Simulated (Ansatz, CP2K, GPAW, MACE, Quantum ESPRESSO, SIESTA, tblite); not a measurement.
# CP2K on generalised stacking fault on (110) of a LiCl-LiBr solid solution (56 atoms): settings against a plane-wave reference, part 2 of 4

Wanted: CP2K inputs and outputs for generalised stacking fault on (110) of a LiCl-LiBr solid solution (56 atoms), checked against a plane-wave reference.

Program: CP2K 2026.2; the method stands at each step. Banners, paths, timers and routine set-up lines are dropped from the logs unmarked, and long logs keep their key lines alone; longer cuts are marked.

So far. Step 2 (PBE, DZVP-MOLOPT-SR, 800/50 Ry, diagonalisation): Forces lie 15 % from the reference's, at 17 times its CPU time (on 2 against 8 cores). Step 3 (GFN1-xTB, diagonalisation): Against the first run (15 %), the force difference from the reference is 45 %, at 0.026 times the CPU time (on 1 against 2 cores) (166 SCF steps against 24); the model has changed, so this is no error of the program alone.

## (4) PBE, TZV2P-UZH, 800/50 Ry, diagonalisation

Method: Kohn-Sham DFT, PBE, GTH-PBE pseudopotentials, Gaussian and plane waves, TZV2P-MOLOPT (UZH set), diagonalisation.

Contents of input.inp:

```
&GLOBAL
  PROJECT cell
  RUN_TYPE ENERGY_FORCE
  PRINT_LEVEL LOW
&END GLOBAL
&FORCE_EVAL
  METHOD QS
  STRESS_TENSOR ANALYTICAL
  &DFT
    BASIS_SET_FILE_NAME BASIS_MOLOPT_UZH
    POTENTIAL_FILE_NAME POTENTIAL_UZH
    &MGRID
      CUTOFF 800
      REL_CUTOFF 50
      NGRIDS 5
    &END MGRID
    &QS
      EPS_DEFAULT 1.0E-12
    &END QS
    &SCF
      SCF_GUESS ATOMIC
      EPS_SCF 1.0E-06
      MAX_SCF 200
      ADDED_MOS 28
      &DIAGONALIZATION
        ALGORITHM STANDARD
      &END DIAGONALIZATION
      &SMEAR ON
        METHOD FERMI_DIRAC
        ELECTRONIC_TEMPERATURE [K] 580
      &END SMEAR
      &MIXING
        METHOD BROYDEN_MIXING
        ALPHA 0.15
        NBROYDEN 8
      &END MIXING
      &PRINT
        &RESTART OFF
        &END RESTART
      &END PRINT
    &END SCF
    &XC
      &XC_FUNCTIONAL PBE
      &END XC_FUNCTIONAL
    &END XC
    &PRINT
      &MULLIKEN ON
      &END MULLIKEN
      &HIRSHFELD ON
        SHAPE_FUNCTION DENSITY
      &END HIRSHFELD
      &MO ON
        EIGENVALUES T
        OCCUPATION_NUMBERS T
        MO_INDEX_RANGE 129 152
        &EACH
          QS_SCF 0
        &END EACH
        ADD_LAST NUMERIC
      &END MO
    &END PRINT
  &END DFT
  &SUBSYS
    &CELL
      A 7.44767 0.00000 0.00000
      B 0.00000 5.26630 0.00000
      C 3.41349 0.00000 26.26686
    &END CELL
    &COORD
      SCALED
[... 56 atom lines left out: the same atoms as in the first run ...]
    &END COORD
    &KIND Li
      BASIS_SET TZV2P-MOLOPT-PBE-GTH-q3
      POTENTIAL GTH-PBE-q3
    &END KIND
    &KIND Br
      BASIS_SET TZV2P-MOLOPT-PBE-GTH-q7
      POTENTIAL GTH-PBE-q7
    &END KIND
    &KIND Cl
      BASIS_SET TZV2P-MOLOPT-PBE-GTH-q7
      POTENTIAL GTH-PBE-q7
    &END KIND
  &END SUBSYS
  &PRINT
    &FORCES ON
    &END FORCES
    &STRESS_TENSOR ON
    &END STRESS_TENSOR
  &END PRINT
&END FORCE_EVAL
```

The run is started by

```bash
$ OMP_NUM_THREADS=1 mpirun -np 4 cp2k.psmp -i input.inp > output.txt
```

Numbers of over 12 decimals in the logs are rounded to 6 here.

The program printed:

```text
CP2K| version string:                                       CP2K version 2026.2
 CP2K| Input file name                                                 input.inp
 GLOBAL| Basis set file name                                    BASIS_MOLOPT_UZH
 GLOBAL| Potential file name                                       POTENTIAL_UZH
[... lines left out ...]
 Number of electrons:                                                        280
[... lines left out ...]
  Step     Update method      Time    Convergence         Total energy    Change
[... lines left out ...]
  *** SCF run converged in    22 steps ***
[... lines left out ...]
  Fermi energy:                                                 0.167440
  Total energy:                                              -616.366563
  Total energy (extrapolated to T->0):                       -616.366563
[... lines left out ...]
 MO| E(Fermi):            0.167440 a.u.          4.556273 eV
[... lines left out ...]
 ENERGY| Total FORCE_EVAL ( QS ) energy [hartree]           -616.366569
[... lines left out ...]
 FORCES|      1 -3.43499197E-03  9.24217106E-05 -6.15246416E-03   7.04702255E-03
 FORCES|      2  5.24848967E-03 -2.51958086E-03 -3.21864904E-04   5.83082572E-03
 FORCES|      3 -9.07598535E-04 -4.27932432E-05  3.15711327E-03   3.28525958E-03
[...]
FORCES|     55  5.96453587E-03  6.15926119E-04 -7.07737268E-04   6.03787588E-03
 FORCES|     56 -4.25016890E-03  1.27611399E-03  4.07012886E-03   6.02149080E-03
 FORCES| Sum     8.03369686E-06  1.07809465E-05 -1.28210082E-06
 FORCES| Total atomic force                                       1.35060311E-05
 STRESS| Analytical stress tensor [bar]
 STRESS|                        x                   y                   z
 STRESS|      x        2.90081398681E+04  -1.87096106610E+02   1.02719411285E+03
 STRESS|      y       -1.87096106610E+02  -3.05225606605E+04   4.72007542962E+01
 STRESS|      z        1.02719411285E+03   4.72007542962E+01  -9.44624697303E+03
 STRESS| 1/3 Trace                                            -3.65355592182E+03
```

It took 3.1 min on 4 MPI ranks of Arm Neoverse V1, shared host; peak memory 5.3 GiB.

Numbers from this run, and their distance from the reference:

```yaml
r_m_s_force_component: 0.1127 eV/Å
r_m_s_difference_of_force_components: 3.803 meV/Å
longest_difference_of_force_vectors: 13.02 meV/Å
force_difference_over_r_m_s_force: 3.465 %
slope_of_forces_against_the_reference_s: 1.026
correlation_of_force_components: 0.9998
spacing_of_highest_filled_and_lowest_empty_level: 5.406 eV
gap_difference: -0.0521 eV
pressure: -0.3654 GPa
pressure_difference: -0.095 GPa
```

Against the first run (15 %), the force difference from the reference is 3.5 %, at 1.5 times the CPU time (on 4 against 2 cores), with 1232 basis functions against 532; this set comes with other potentials too, so the change isn't the basis's alone.

## (5) PBE, TZV2P-MOLOPT (SR for Li), 800/50 Ry, diagonalisation

Method: Kohn-Sham DFT, PBE, GTH-PBE pseudopotentials, Gaussian and plane waves, TZV2P-MOLOPT-GTH, diagonalisation.

Changes to input.inp since step 4:

```diff
@@ -9,4 +9,5 @@
   &DFT
-    BASIS_SET_FILE_NAME BASIS_MOLOPT_UZH
-    POTENTIAL_FILE_NAME POTENTIAL_UZH
+    BASIS_SET_FILE_NAME BASIS_MOLOPT
+    BASIS_SET_FILE_NAME BASIS_MOLOPT_UCL
+    POTENTIAL_FILE_NAME GTH_POTENTIALS
     &MGRID
@@ -69,3 +70,2 @@
     &COORD
-      SCALED
 [... 56 atom lines left out: the same atoms as in the first run ...]
@@ -73,3 +73,3 @@
     &KIND Li
-      BASIS_SET TZV2P-MOLOPT-PBE-GTH-q3
+      BASIS_SET TZV2P-MOLOPT-SR-GTH-q3
       POTENTIAL GTH-PBE-q3
@@ -77,3 +77,3 @@
     &KIND Br
-      BASIS_SET TZV2P-MOLOPT-PBE-GTH-q7
+      BASIS_SET TZV2P-MOLOPT-GTH-q7
       POTENTIAL GTH-PBE-q7
@@ -81,3 +81,3 @@
     &KIND Cl
-      BASIS_SET TZV2P-MOLOPT-PBE-GTH-q7
+      BASIS_SET TZV2P-MOLOPT-GTH-q7
       POTENTIAL GTH-PBE-q7
```

The program printed:

```text
CP2K| version string:                                       CP2K version 2026.2
 CP2K| Input file name                                                 input.inp
 GLOBAL| Basis set file name                                        BASIS_MOLOPT
 GLOBAL| Potential file name                                      GTH_POTENTIALS
 GLOBAL| Run type                                                   ENERGY_FORCE
 GLOBAL| Total number of message passing processes                             4
 GLOBAL| Number of threads for this process                                    1
[... lines left out ...]
                        Smear method:                                FERMI_DIRAC
[... lines left out ...]
 Number of electrons:                                                        280
[... lines left out ...]
  Step     Update method      Time    Convergence         Total energy    Change
[... lines left out ...]
  *** SCF run converged in    22 steps ***
[... lines left out ...]
  Fermi energy:                                                 0.166987
  Total energy:                                              -616.485942
  Total energy (extrapolated to T->0):                       -616.485942
[... lines left out ...]
 MO| E(Fermi):            0.166987 a.u.          4.543958 eV
[... lines left out ...]
     56       Br     2       7.000          7.083                        -0.083
  Total Charge                                                           -0.000
 !-----------------------------------------------------------------------------!
 ENERGY| Total FORCE_EVAL ( QS ) energy [hartree]           -616.485952
 FORCES| Atomic forces [hartree/bohr]
 FORCES|   Atom     x               y               z               |f|
 FORCES|      1 -3.60126591E-03  1.27401594E-04 -6.22104530E-03   7.18934990E-03
 FORCES|      2  5.25748073E-03 -2.54099790E-03 -3.51052558E-04   5.84987280E-03
 FORCES|      3 -7.78102210E-04 -5.26996021E-05  3.21680116E-03   3.30998942E-03
[...]
FORCES|     55  6.00743696E-03  6.66998551E-04 -6.07902947E-04   6.07484418E-03
 FORCES|     56 -4.25401869E-03  1.28681627E-03  4.09425459E-03   6.04280496E-03
 FORCES| Sum     5.30956319E-06  3.11842030E-06 -7.87750903E-08
 FORCES| Total atomic force                                       6.15810132E-06
 STRESS| Analytical stress tensor [bar]
 STRESS|                        x                   y                   z
 STRESS|      x        3.16272056274E+04  -1.95465660543E+02   1.20306336961E+03
 STRESS|      y       -1.95465660543E+02  -2.87067453090E+04   4.53467768887E+01
 STRESS|      z        1.20306336961E+03   4.53467768887E+01  -6.98651497788E+03
 STRESS| 1/3 Trace                                            -1.35535155316E+03
```

Wall time 2.7 min (4 MPI ranks); peak memory 5.2 GiB; 11 min of CPU time.

Compared with the plane-wave run:

```
r.m.s. force component                           : 0.1151 eV/Å
r.m.s. difference of force components            : 6.392 meV/Å
longest difference of force vectors              : 25.05 meV/Å
force difference over r.m.s. force               : 5.823 %
slope of forces against the reference's          : 1.048
correlation of force components                  : 0.9995
gap (highest filled to lowest empty level) : 5.375 eV
gap difference                                   : -0.0835 eV
pressure                                         : -0.1355 GPa
pressure difference                              : 0.1349 GPa
```

Against the first run (15 %), the force difference from the reference is 5.8 %, at 1.3 times the CPU time (on 4 against 2 cores), with 896 basis functions against 532: the larger basis brings the forces nearer.

## (6) PBE, SZV-MOLOPT-SR, 800/50 Ry, diagonalisation

Method: Kohn-Sham DFT, PBE, GTH-PBE pseudopotentials, Gaussian and plane waves, SZV-MOLOPT-SR-GTH, diagonalisation.

Changes to input.inp since step 5:

```diff
@@ -10,3 +10,2 @@
     BASIS_SET_FILE_NAME BASIS_MOLOPT
-    BASIS_SET_FILE_NAME BASIS_MOLOPT_UCL
     POTENTIAL_FILE_NAME GTH_POTENTIALS
@@ -73,3 +72,3 @@
     &KIND Li
-      BASIS_SET TZV2P-MOLOPT-SR-GTH-q3
+      BASIS_SET SZV-MOLOPT-SR-GTH-q3
       POTENTIAL GTH-PBE-q3
@@ -77,3 +76,3 @@
     &KIND Br
-      BASIS_SET TZV2P-MOLOPT-GTH-q7
+      BASIS_SET SZV-MOLOPT-SR-GTH-q7
       POTENTIAL GTH-PBE-q7
@@ -81,3 +80,3 @@
     &KIND Cl
-      BASIS_SET TZV2P-MOLOPT-GTH-q7
+      BASIS_SET SZV-MOLOPT-SR-GTH-q7
       POTENTIAL GTH-PBE-q7
```

The run is started by

```bash
$ OMP_NUM_THREADS=1 cp2k.psmp -i input.inp > output.txt
```

The program printed:

```text
CP2K| version string:                                       CP2K version 2026.2
 CP2K| Input file name                                                 input.inp
 GLOBAL| Basis set file name                                        BASIS_MOLOPT
 GLOBAL| Potential file name                                      GTH_POTENTIALS
 GLOBAL| Run type                                                   ENERGY_FORCE
 GLOBAL| Total number of message passing processes                             1
 GLOBAL| Number of threads for this process                                    1
 TOTAL NUMBERS AND MAXIMUM NUMBERS
  Total number of            - Atomic kinds:                                   3
                             - Atoms:                                         56
[... lines left out ...]
                        Smear method:                                FERMI_DIRAC
[... lines left out ...]
 Number of electrons:                                                        280
[... lines left out ...]
  Step     Update method      Time    Convergence         Total energy    Change
[... lines left out ...]
  *** SCF run converged in    20 steps ***
[... lines left out ...]
  Fermi energy:                                                 0.212860
  Total energy:                                              -614.560766
  Total energy (extrapolated to T->0):                       -614.560766
[... lines left out ...]
 MO| E(Fermi):            0.212860 a.u.          5.792204 eV
[... lines left out ...]
 !-----------------------------------------------------------------------------!
 !-----------------------------------------------------------------------------!
                           Hirshfeld Charges
  #Atom  Element  Kind  Ref Charge     Population                    Net charge
      1       Li     1       3.000          2.737                         0.263
      2       Br     2       7.000          7.234                        -0.234
      3       Li     1       3.000          2.741                         0.259
[...]
55       Li     1       3.000          2.746                         0.254
     56       Br     2       7.000          7.226                        -0.226
  Total Charge                                                           -0.000
 !-----------------------------------------------------------------------------!
 ENERGY| Total FORCE_EVAL ( QS ) energy [hartree]           -614.560761
 FORCES| Atomic forces [hartree/bohr]
 FORCES|   Atom     x               y               z               |f|
 FORCES|      1 -4.78472514E-03 -2.19343994E-04 -5.94104774E-03   7.63136651E-03
 FORCES|      2  7.44918380E-03 -3.04966060E-03 -1.91932747E-03   8.27493728E-03
 FORCES|      3 -1.49487666E-03 -1.28378709E-04  3.82005254E-03   4.10413679E-03
[...]
FORCES|     55  6.72574924E-03  1.56853412E-03 -9.81892236E-04   6.97568022E-03
 FORCES|     56 -6.07411730E-03  1.36668391E-03  4.77155684E-03   7.84413670E-03
 FORCES| Sum     6.65351064E-06 -2.34573863E-07  6.33437099E-06
 FORCES| Total atomic force                                       9.18958566E-06
 STRESS| Analytical stress tensor [bar]
 STRESS|                        x                   y                   z
 STRESS|      x        5.78890864415E+04  -2.60916819893E+02   1.70976462158E+03
 STRESS|      y       -2.60916819893E+02   1.23042610535E+04   4.03615056431E+01
 STRESS|      z        1.70976462158E+03   4.03615056431E+01   1.64022205885E+04
 STRESS| 1/3 Trace                                             2.88651893612E+04
```

The job ended after 4.6 min (1 thread; peak memory 3.8 GiB).

Compared with the plane-wave run:

```
r.m.s. force component                           : 0.1477 eV/Å
r.m.s. difference of force components            : 44.83 meV/Å
longest difference of force vectors              : 152.6 meV/Å
force difference over r.m.s. force               : 40.84 %
slope of forces against the reference's          : 1.323
correlation of force components                  : 0.9825
gap (highest filled to lowest empty level) : 4.937 eV
gap difference                                   : -0.5212 eV
pressure                                         : 2.886 GPa
pressure difference                              : 3.157 GPa
```

This is a coarse setting, run to see what it loses.

Against the first run (15 %), the force difference from the reference is 41 %, at 0.56 times the CPU time (on 1 against 2 cores), with 168 basis functions against 532: the smaller basis costs accuracy.

## (7) PBE, DZVP-MOLOPT-SR, 1120/50 Ry, diagonalisation

Method: Kohn-Sham DFT, PBE, GTH-PBE pseudopotentials, Gaussian and plane waves, DZVP-MOLOPT-SR-GTH, diagonalisation.

Changes to input.inp since step 6:

```diff
@@ -12,3 +12,3 @@
     &MGRID
-      CUTOFF 800
+      CUTOFF 1120
       REL_CUTOFF 50
@@ -69,2 +69,3 @@
     &COORD
+      SCALED
 [... 56 atom lines left out: the same atoms as in the first run ...]
@@ -72,3 +73,3 @@
     &KIND Li
-      BASIS_SET SZV-MOLOPT-SR-GTH-q3
+      BASIS_SET DZVP-MOLOPT-SR-GTH-q3
       POTENTIAL GTH-PBE-q3
@@ -76,3 +77,3 @@
     &KIND Br
-      BASIS_SET SZV-MOLOPT-SR-GTH-q7
+      BASIS_SET DZVP-MOLOPT-SR-GTH-q7
       POTENTIAL GTH-PBE-q7
@@ -80,3 +81,3 @@
     &KIND Cl
-      BASIS_SET SZV-MOLOPT-SR-GTH-q7
+      BASIS_SET DZVP-MOLOPT-SR-GTH-q7
       POTENTIAL GTH-PBE-q7
```

The run is started by

```bash
$ OMP_NUM_THREADS=2 cp2k.psmp -i input.inp > output.txt
```

The program printed:

```text
CP2K| version string:                                       CP2K version 2026.2
 CP2K| Input file name                                                 input.inp
 GLOBAL| Basis set file name                                        BASIS_MOLOPT
 GLOBAL| Potential file name                                      GTH_POTENTIALS
 GLOBAL| Run type                                                   ENERGY_FORCE
 GLOBAL| Total number of message passing processes                             1
 GLOBAL| Number of threads for this process                                    2
[... lines left out ...]
                        Smear method:                                FERMI_DIRAC
[... lines left out ...]
 Number of electrons:                                                        280
[... lines left out ...]
  Step     Update method      Time    Convergence         Total energy    Change
[... lines left out ...]
  *** SCF run converged in    24 steps ***
[... lines left out ...]
  Fermi energy:                                                 0.168996
  Total energy:                                              -616.354235
  Total energy (extrapolated to T->0):                       -616.354235
[... lines left out ...]
 MO| E(Fermi):            0.168996 a.u.          4.598616 eV
[... lines left out ...]
     56       Br     2       7.000          7.081                        -0.081
  Total Charge                                                           -0.000
 !-----------------------------------------------------------------------------!
 ENERGY| Total FORCE_EVAL ( QS ) energy [hartree]           -616.354234
 FORCES| Atomic forces [hartree/bohr]
 FORCES|   Atom     x               y               z               |f|
 FORCES|      1 -4.10120551E-03  1.23165030E-04 -6.43211552E-03   7.62936212E-03
 FORCES|      2  5.90373062E-03 -2.76473951E-03 -4.01395439E-04   6.53138102E-03
 FORCES|      3 -1.02880034E-03 -8.14775046E-05  3.61639148E-03   3.76076536E-03
[...]
FORCES|     55  6.47649844E-03  8.94636885E-04 -7.71451885E-04   6.58335364E-03
 FORCES|     56 -4.84994147E-03  1.44002760E-03  4.29226110E-03   6.63469043E-03
 FORCES| Sum    -7.26839036E-06  6.59353084E-06  1.82068278E-06
 FORCES| Total atomic force                                       9.98093348E-06
 STRESS| Analytical stress tensor [bar]
 STRESS|                        x                   y                   z
 STRESS|      x        3.26067755367E+04  -2.07932868146E+02   1.42388992129E+03
 STRESS|      y       -2.07932868146E+02  -2.97475290697E+04   4.81791125289E+01
 STRESS|      z        1.42388992129E+03   4.81791125289E+01  -6.44094318534E+03
 STRESS| 1/3 Trace                                            -1.19389890611E+03
```

Elapsed: 5.3 min, on 2 threads; peak memory 5.9 GiB.

Numbers from this run, and their distance from the reference:

* r.m.s. force component: 0.1247 eV/Å
* r.m.s. difference of force components: 16.67 meV/Å
* longest difference of force vectors: 54.17 meV/Å
* force difference over r.m.s. force: 15.19 %
* slope of forces against the reference's: 1.134
* correlation of force components: 0.998
* gap (highest filled to lowest empty level): 5.434 eV
* gap difference: -0.0242 eV
* pressure: -0.1194 GPa
* pressure difference: 0.151 GPa
* energy less the same-level run's: -0.0001 meV/atom
* r.m.s. force difference from the same-level run: 0.088 meV/Å

Against the first run (15 %), the force difference from the reference is 15 %, at 1.2 times the CPU time: the change moves forces by 0.088 meV/Å r.m.s., so most of the difference comes from elsewhere.

(Part 2 of 4 ends here.)

[Also dropped from logs without a mark: logging warnings of Python, and SIESTA's first energy breakdown and zero terms.]

[Logs are printed without paths, hosts, clocks, repeated set-up lines and the standing remarks that a program may print on its own settings, such as how far it seeks lower states.]

[Hosts, paths, dates, database ids (printed as entryN), source tags and the programs' standing remarks are cut or masked in the printed files.]
